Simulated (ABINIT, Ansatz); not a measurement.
# Rb2LiAlF6 (Fm-3m): changed settings of a GW run in ABINIT

Aim: change inputs of a GW run on Rb2LiAlF6 (Fm-3m) and see what moves.

Main program and level: ABINIT 10.8.3; PBEsol and many-body steps on it, plane waves.

Most raw output is cut from this account.

**1. The starting structure**

The structure is cubic, space group Fm-3m (No. 225). The conventional cell has a = 8.228 Å, b = 8.228 Å, c = 8.228 Å, α = 90.00°, β = 90.00°, γ = 90.00°. Rb has 12 F at 2.92 Å nearest. Nearest to Li lie 6 F at 2.26 Å. Nearest to Al lie 6 F at 1.86 Å. F has 1 Al at 1.86 Å and 1 Li at 2.26 Å and 4 Rb at 2.92 Å nearest. Farther neighbours and most contacts between anions are not listed.

The cell and positions are those that the Materials Project relaxed with its own functionals (PBE, PBE+U or r2SCAN), kept fixed.

**2. Screening, 2×2×2 mesh, 125 bands, screening to 114.3 eV**

This step: ABINIT 10.8.3; RPA screening on PBEsol, plane waves, norm-conserving pseudopotentials.

The RPA dielectric matrix is built and inverted for each q.

run.abi reads:

```
acell 3*1.0 Angstrom
rprim 
  0.000000000000 4.113943000000 4.113943000000
  4.113943000000 0.000000000000 4.113943000000
  4.113943000000 4.113943000000 -0.000000000000
ntypat 4
znucl 37 3 13 9
natom 10
typat 1 1 2 3 4 4 4 4 4 4
xred 
  0.750000000000 0.750000000000 0.750000000000
  0.250000000000 0.250000000000 0.250000000000
  0.500000000000 0.500000000000 0.500000000000
  0.000000000000 0.000000000000 0.000000000000
  0.774175000000 0.225825000000 0.225825000000
  0.225825000000 0.225825000000 0.774175000000
  0.225825000000 0.774175000000 0.774175000000
  0.225825000000 0.774175000000 0.225825000000
  0.774175000000 0.225825000000 0.774175000000
  0.774175000000 0.774175000000 0.225825000000
pp_dirpath "pseudos"
pseudos "Rb.upf, Li.upf, Al.upf, F.upf"
ecut 36
ngkpt 2 2 2
nshiftk 1
shiftk 0 0 0
kptopt 1
chksymbreak 0
istwfk *1
occopt 1
irdwfk 1
optdriver 3
nband 125
ecuteps 4.2
inclvkb 2
awtr 1
symchi 1
indata_prefix "in"
outdata_prefix "out"
tmpdata_prefix "tmp"
```

Run with:

```
$ OMP_NUM_THREADS=1 mpirun -n 4 abinit run.abi > log
```

Elapsed: 38 s, on 4 MPI ranks of Arm Neoverse V1, shared host; peak memory 1.6 GiB.

This step gave:

```
ε∞ with local fields, on this mesh, along the program's q direction : 2.080
the same without local fields                                       : 2.260
plasma frequency                                                    : 25.56 eV
plane waves in the screening matrix                                 : 387
```

Local fields lower ε∞ by 8 %. On a Γ-centred mesh this coarse the value itself is usually too large, while a short band sum pulls it down.

**3. Base**

The self-energy is evaluated for the states that the input lists, and the levels follow from it, in one-shot runs by the linearised quasiparticle equation.

This step: G0W0 on PBEsol, plane waves, norm-conserving pseudopotentials.

run.abi, as its differences from that of step 2:

```diff
@@ -31,8 +31,15 @@
 irdwfk 1
-optdriver 3
+optdriver 4
 nband 125
+gwcalctyp 0
+ecutsigx 36
+symsigma 1
+nkptgw 1
+kptgw 
+  0.0000000000 0.0000000000 0.0000000000
+bdgw 
+  31 37
 ecuteps 4.2
-inclvkb 2
-awtr 1
-symchi 1
+irdscr 1
+ppmodel 1
 indata_prefix "in"
```

The job ended after 10 s (4 MPI ranks; peak memory 1.1 GiB; 40 s of CPU time).

Numbers from this step:

- G0W0 gap on the points computed: 10.91 eV
- starting gap on the mesh: 7.106 eV
- k of the valence top: 0, 0, 0
- k of the conduction bottom: 0, 0, 0
- Z at the valence top: 0.821
- Z at the conduction bottom: 0.897
- least direct G0W0 gap on the computed points: 10.91 eV

The gap on the mesh goes from 7.11 eV to 10.91 eV, a correction of +3.81 eV.

**4. Broadening of the poles**

run.abi, as its differences from that of step 3:

```diff
@@ -44,2 +44,3 @@
 ppmodel 1
+zcut 1.0 eV
 indata_prefix "in"
```

Wall time 10 s (4 MPI ranks); peak memory 1.1 GiB.

This step gave:

```yaml
g0w0_gap_on_the_points_computed: 10.91 eV
starting_gap_on_the_mesh: 7.106 eV
k_of_the_valence_top: 0, 0, 0
k_of_the_conduction_bottom: 0, 0, 0
z_at_the_valence_top: 0.821
z_at_the_conduction_bottom: 0.897
least_direct_g0w0_gap_on_the_computed_points: 10.91 eV
```

Against G0W0 in ABINIT (2×2×2 mesh, 125 bands, screening to 114.3 eV, Godby-Needs plasmon pole), the gap moves by +0.000 eV.

**5. A keyword of another program**

run.abi, as its differences from that of step 4:

```diff
@@ -44,3 +44,3 @@
 ppmodel 1
-zcut 1.0 eV
+nomega 100
 indata_prefix "in"
```

Elapsed: 0.79 s, on 4 MPI ranks; peak memory 0.05 GiB.

The run stopped with an error after 0.79 s.

The program's words: Found token: `NOMEGA` in the input file. This name is not one of the registered input variable names (see Action: check your input file. Perhaps you mistyped the input variable, or specified "img", although this was not permitted for this input variable.

The fault put into this input: a keyword of another program.

**6. Side by side**

Times are wall times on 4 MPI ranks of Arm Neoverse V1, shared host, good to a factor of about two. A run's time includes the screening step that it read.

| run | mesh | bands | screening cutoff (eV) | DFT gap (eV) | gap on the mesh (eV) | direct (eV) | ε∞ used | time |
| --- | --- | --- | --- | --- | --- | --- | --- | --- |
| base | 2×2×2 | 125 | 114.3 | 7.106 | 10.911 | 10.911 | 2.08 | 48 s |
| broadening of the poles | 2×2×2 | 125 | 114.3 | 7.106 | 10.911 | 10.911 | 2.08 | 48 s |

**7. What came out**

| Item | Value |
| --- | --- |
| base | 10.911 eV |
| broadening of the poles | 10.911 eV |
| known limits | not at the basis limit; no spin-orbit coupling; coarse k mesh |

**Reading.** Broadening of the poles: no change against base (keys changed: zcut). Bands and cutoff are finite, so the gap is not at the basis limit. The miss can reach some tenths of an eV and take either sign; the mesh is an error of its own. In the G0W0 runs levels were corrected at 1 k point alone, so a gap called «on the mesh» is the least over those, and an edge elsewhere would be missed. The 2×2×2 mesh is coarse for this cell, which bears on the long-range parts of exchange and screening. The many-body steps are scalar-relativistic: spin-orbit coupling is not in them.

[Paths, hosts, dates, memory and timing lines, banners, echoed tables and standing remarks are left out of the program output.]

[Logs are printed without paths, hosts, clocks, repeated set-up lines and the standing remarks that a program may print on its own settings, such as how far it seeks lower states.]

[Runs of the session that timed out or met a known fault of the program may be left out.]

[Hosts, paths, dates, database ids (printed as entryN), source tags and the programs' standing remarks are cut or masked in the printed files.]

[G0W0 gaps are taken among the corrected bands and points alone; a level outside them can change the order at an edge.]

[Where Ansatz stands beside ABINIT at settings called matched, ABINIT's density can come from a denser mesh and the files from another edition; pairs whose starting gaps differed by over 0.03 eV were left out, so agreement reads better than it is.]
